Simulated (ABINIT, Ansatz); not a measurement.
# How the form of the self-energy moves the gap of Ba2IBrF2 (P4mm), part 2 of 2

Aim: compare treatments of exchange, screening and correlation for the gap of Ba2IBrF2 (P4mm).

ABINIT 10.8.3; PBEsol and many-body steps on it, plane waves. Known limits of the many-body steps: not at the basis limit; no spin-orbit coupling; coarse k mesh.

So far. Step 5 (G0W0, Hybertsen-Louie plasmon pole): Against G0W0 in ABINIT (2×2×1 mesh, 137 bands, screening to 114.3 eV, Godby-Needs plasmon pole), the gap moves by +0.090 eV. Step 6 (G0W0, Engel-Farid plasmon pole): Against G0W0 in ABINIT (2×2×1 mesh, 137 bands, screening to 114.3 eV, Godby-Needs plasmon pole), the gap moves by −0.004 eV.

### 7. One-shot Hartree-Fock

This step: one-shot Hartree-Fock on PBEsol, plane waves, norm-conserving pseudopotentials.

Contents of run.abi:

```
acell 3*1.0 Angstrom
rprim 
  4.623364000000 0.000000000000 0.000000000000
  0.000000000000 4.623364000000 0.000000000000
  0.000000000000 0.000000000000 7.991386000000
ntypat 4
znucl 56 53 35 9
natom 6
typat 1 1 2 3 4 4
xred 
  0.500000000000 0.500000000000 0.827396000000
  0.000000000000 0.000000000000 0.185191000000
  0.000000000000 0.000000000000 0.641387000000
  0.500000000000 0.500000000000 0.340098000000
  0.500000000000 0.000000000000 0.002964000000
  0.000000000000 0.500000000000 0.002964000000
pp_dirpath "pseudos"
pseudos "Ba.upf, I.upf, Br.upf, F.upf"
ecut 36
ngkpt 2 2 1
nshiftk 1
shiftk 0 0 0
kptopt 1
chksymbreak 0
istwfk *1
occopt 1
irdwfk 1
optdriver 4
nband 28
gwcalctyp 5
ecutsigx 36
symsigma 1
nkptgw 1
kptgw 
  0.0000000000 0.0000000000 0.0000000000
bdgw 
  23 26
ixc_sigma 40
fftgw 31
indata_prefix "in"
outdata_prefix "out"
tmpdata_prefix "tmp"
```

On the command line:

```bash
> OMP_NUM_THREADS=1 mpirun -n 4 abinit run.abi > log
```

Numbers of over 12 decimals in the logs are rounded to 6 here.

Output:

```text
.Version 10.8.3 of ABINIT. v10.8.2 released Aug 2026.

 Symmetries : space group P4 m m (# 99); Bravais tP (primitive tetrag.)
[... echo of the input left out ...]
== DATASET  1 ==================================================================
-   mpi_nproc: 4, omp_nthreads: 1 (-1 if OMP is not activated)

--- !DatasetInfo
iteration_state: {dtset: 1, }
dimensions: {natom: 6, nkpt: 3, mband: 28, nsppol: 1, nspinor: 1, nspden: 1, mpw: 11965, }
cutoff_energies: {ecut:  36.0, pawecutdg:  -1.0, }
[...]
24   2.397 -11.959 -15.261   0.000   1.000   0.000 -15.261  -3.303  -0.906
       25   6.647  -8.509  -4.148   0.000   1.000   0.000  -4.148   4.361  11.008
       26   6.953  -8.356  -3.825   0.000   1.000   0.000  -3.825   4.531  11.484

== END DATASET(S) ==============================================================
================================================================================

 -outvars: echo values of variables after computation  --------
           etotal      0.0000000000E+00
            nband          28
             nkpt           3
          spgroup          99
 [... the other variables as echoed above ...]

 Calculation completed.
```

The job ended after 5.2 s (4 MPI ranks of Arm Neoverse V1, shared host; peak memory 0.2 GiB; 20 s of CPU time).

This step gave:

* quasiparticle gap on the points computed: 11.91 eV
* starting gap on the mesh: 4.250 eV
* k of the valence top: 0, 0, 0
* k of the conduction bottom: 0, 0, 0
* least direct quasiparticle gap on the computed points: 11.91 eV

Against G0W0 in ABINIT (2×2×1 mesh, 137 bands, screening to 114.3 eV, Godby-Needs plasmon pole), the gap moves by +5.744 eV.

### 8. Screening, 2×2×1 mesh, 137 bands, screening to 114.3 eV

This step: RPA screening on PBEsol, plane waves, norm-conserving pseudopotentials.

Changes to run.abi since step 7:

```diff
@@ -27,14 +27,14 @@
 irdwfk 1
-optdriver 4
-nband 28
-gwcalctyp 5
-ecutsigx 36
-symsigma 1
-nkptgw 1
-kptgw 
-  0.0000000000 0.0000000000 0.0000000000
-bdgw 
-  23 26
-ixc_sigma 40
-fftgw 31
+optdriver 3
+nband 137
+ecuteps 4.2
+inclvkb 2
+awtr 1
+symchi 1
+gwcalctyp 2
+nfreqre 16
+freqremax 40 eV
+nfreqim 8
+spmeth 1
+nomegasf 120
 indata_prefix "in"
```

Output:

```text
.Version 10.8.3 of ABINIT. v10.8.2 released Aug 2026.

 Symmetries : space group P4 m m (# 99); Bravais tP (primitive tetrag.)
[... echo of the input left out ...]
== DATASET  1 ==================================================================
-   mpi_nproc: 4, omp_nthreads: 1 (-1 if OMP is not activated)

--- !DatasetInfo
iteration_state: {dtset: 1, }
dimensions: {natom: 6, nkpt: 3, mband: 137, nsppol: 1, nspinor: 1, nspden: 1, mpw: 11965, }
cutoff_energies: {ecut:  36.0, pawecutdg:  -1.0, }
electrons: {nelect:   4.80000000E+01, charge:   0.00000000E+00, occopt:   1.00000000E+00, tsmear:   1.00000000E-02, }

 SCREENING: Calculation of the susceptibility and dielectric matrices

 Based on a program developped by R.W. Godby, V. Olevano, G. Onida, and L. Reining.
 Incorporated in ABINIT by V. Olevano, G.-M. Rignanese, and M. Torrent.
.Using double precision arithmetic ; gwpc =  8

[... cell and pseudopotentials left out ...]
--------------------------------------------------------------------------------

 ==== K-mesh for the wavefunctions ====
 Number of points in the irreducible wedge :     3
[... list of points left out ...]
 Together with  8 symmetry operations and time-reversal symmetry
 yields     4 points in the full Brillouin Zone.

 ==== Q-mesh for the screening function ====
 Number of points in the irreducible wedge :     3
[... list of points left out ...]
 Together with  8 symmetry operations and time-reversal symmetry
 yields     4 points in the full Brillouin Zone.

 setmesh: FFT mesh size selected  =    32x   32x   60
          total number of points  =        61440

 vcoul_init : cutoff-mode = AUXILIARY_FUNCTION
 q-points for optical limit:   1
     1)      0.000010    0.000020    0.000030

- screening: taking advantage of time-reversal symmetry
- Maximum band index for partially occupied states nbvw = 24
- Remaining bands to be divided among processors   nbcw = 113
- Number of bands treated by each node ~28

 Number of electrons calculated from density =   48.0000; Expected =   48.0000
 average of density, n =  0.041640
 r_s =    1.7898
 omega_plasma =   19.6838 [eV]

 calculating chi0 at frequencies [eV] :
  1    0.000000E+00    0.000000E+00
  2    2.666667E+00    0.000000E+00
  3    5.333333E+00    0.000000E+00
[...]
23    0.000000E+00    5.013119E+01
 24    0.000000E+00    7.058527E+01

--------------------------------------------------------------------------------
  q-point number  1        q = ( 0.000000, 0.000000, 0.000000) [r.l.u.]
--------------------------------------------------------------------------------
[... chi0 elements left out ...]
  [... further frequencies ...]

 No. of calculated frequencies >  15, stop printing
 For q-point:  0.000010 0.000020 0.000030
  dielectric constant =   3.6882
  dielectric constant without local fields =   4.3246

  Average fulfillment of the sum rule on Im[epsilon] for q-point    1 :     66.97  [%]
[... wings left out ...]
  q-point number  2        q = ( 0.500000, 0.000000, 0.000000) [r.l.u.]
--------------------------------------------------------------------------------
[... chi0 elements left out ...]
  [... further frequencies ...]

 No. of calculated frequencies >  15, stop printing
  Average fulfillment of the sum rule on Im[epsilon] for q-point    2 :     70.79  [%]

 [... 1 further q-points ...]
```

Wall time 42 s (4 MPI ranks); peak memory 2.5 GiB; 2.8 min of CPU time.

This step gave:

```yaml
eps_infinity_with_local_fields_on_this_mesh_along_the_program_s_q_direction: 3.688
the_same_without_local_fields: 4.325
plasma_frequency: 19.68 eV
plane_waves_in_the_screening_matrix: 461
```

### 9. G0W0, contour deformation

This step: G0W0 on PBEsol, plane waves, norm-conserving pseudopotentials.

Changes to run.abi since step 8:

```diff
@@ -27,14 +27,14 @@
 irdwfk 1
-optdriver 3
+optdriver 4
 nband 137
+gwcalctyp 2
+ecutsigx 36
+symsigma 1
+nkptgw 1
+kptgw 
+  0.0000000000 0.0000000000 0.0000000000
+bdgw 
+  23 26
 ecuteps 4.2
-inclvkb 2
-awtr 1
-symchi 1
-gwcalctyp 2
-nfreqre 16
-freqremax 40 eV
-nfreqim 8
-spmeth 1
-nomegasf 120
+irdscr 1
 indata_prefix "in"
```

Output:

```text
.Version 10.8.3 of ABINIT. v10.8.2 released Aug 2026.

 Symmetries : space group P4 m m (# 99); Bravais tP (primitive tetrag.)
[... echo of the input left out ...]
== DATASET  1 ==================================================================
-   mpi_nproc: 4, omp_nthreads: 1 (-1 if OMP is not activated)

--- !DatasetInfo
iteration_state: {dtset: 1, }
dimensions: {natom: 6, nkpt: 3, mband: 137, nsppol: 1, nspinor: 1, nspden: 1, mpw: 11965, }
cutoff_energies: {ecut:  36.0, pawecutdg:  -1.0, }
[...]
24   2.397 -11.959 -15.261   2.201   0.795  -0.258 -12.835  -0.876   1.521
[...]
26   6.953  -8.356  -3.825  -3.346   0.833  -0.200  -7.368   0.988   7.941
       26   0.000   0.000   0.000  -0.000   0.000   0.000  -0.000  -0.000  -0.000

== END DATASET(S) ==============================================================
================================================================================

 -outvars: echo values of variables after computation  --------
           etotal      0.0000000000E+00
            nband         137
             nkpt           3
          spgroup          99
 [... the other variables as echoed above ...]

 Calculation completed.
```

Run time: 7.8 s. Hardware: 4 MPI ranks; peak memory 1.4 GiB; 31 s of CPU time.

This step gave:

- G0W0 gap on the points computed: 6.111 eV
- starting gap on the mesh: 4.250 eV
- k of the valence top: 0, 0, 0
- k of the conduction bottom: 0, 0, 0
- least direct G0W0 gap on the computed points: 6.111 eV

Against G0W0 in ABINIT (2×2×1 mesh, 137 bands, screening to 114.3 eV, Godby-Needs plasmon pole), the gap moves by −0.059 eV.

### 10. Side by side

Times are wall times on 4 MPI ranks of Arm Neoverse V1, shared host, good to a factor of about two. A run's time includes the screening step that it read.

```tsv
run	mesh	bands	screening cutoff (eV)	DFT gap (eV)	gap on the mesh (eV)	direct (eV)	ε∞ used	time
G0W0, Godby-Needs plasmon pole	2×2×1	137	114.3	4.250	6.170	6.170	3.68	45 s
G0W0, Hybertsen-Louie plasmon pole	2×2×1	137	114.3	4.250	6.260	6.260	3.68	45 s
G0W0, Engel-Farid plasmon pole	2×2×1	137	114.3	4.250	6.166	6.166	3.68	44 s
one-shot Hartree-Fock	2×2×1	-	-	4.250	11.914	11.914	-	5.2 s
G0W0, contour deformation	2×2×1	137	114.3	4.250	6.111	6.111	3.69	50 s
```

### 11. Results

```json
{
  "G0W0, Godby-Needs plasmon pole": "6.170 eV",
  "G0W0, Hybertsen-Louie plasmon pole": "6.260 eV",
  "G0W0, Engel-Farid plasmon pole": "6.166 eV",
  "one-shot Hartree-Fock": "11.914 eV",
  "G0W0, contour deformation": "6.111 eV",
  "known limits": "not at the basis limit; no spin-orbit coupling; coarse k mesh"
}
```

In words: G0W0, Hybertsen-Louie plasmon pole: +0.090 eV against G0W0, Godby-Needs plasmon pole. G0W0, Engel-Farid plasmon pole: −0.004 eV against G0W0, Godby-Needs plasmon pole. One-shot Hartree-Fock: +5.744 eV against G0W0, Godby-Needs plasmon pole. G0W0, contour deformation: −0.059 eV against G0W0, Godby-Needs plasmon pole. Bare exchange alone opens the gap to 11.91 eV; against G0W0, correlation takes back 5.74 eV. Bands and cutoff are finite, so the gap is not at the basis limit. The miss can reach some tenths of an eV and take either sign; the mesh is an error of its own. In the first G0W0 run levels were corrected at 1 k point alone, so a gap called «on the mesh» is the least over those, and an edge elsewhere would be missed. The 2×2×1 mesh is coarse for this cell, which bears on the long-range parts of exchange and screening. The many-body steps are scalar-relativistic: spin-orbit coupling is not in them.

[Paths, hosts, dates, memory and timing lines, banners, echoed tables and standing remarks are left out of the program output.]

[Logs are printed without paths, hosts, clocks, repeated set-up lines and the standing remarks that a program may print on its own settings, such as how far it seeks lower states.]

[Runs of the session that timed out or met a known fault of the program may be left out.]

[No measured gap is set beside runs whose start may be inverted or whose files or cutoffs have a known fault.]

[Hosts, paths, dates, database ids (printed as entryN), source tags and the programs' standing remarks are cut or masked in the printed files.]

[G0W0 gaps are taken among the corrected bands and points alone; a level outside them can change the order at an edge.]

[Where Ansatz stands beside ABINIT at settings called matched, ABINIT's density can come from a denser mesh and the files from another edition; pairs whose starting gaps differed by over 0.03 eV were left out, so agreement reads better than it is.]
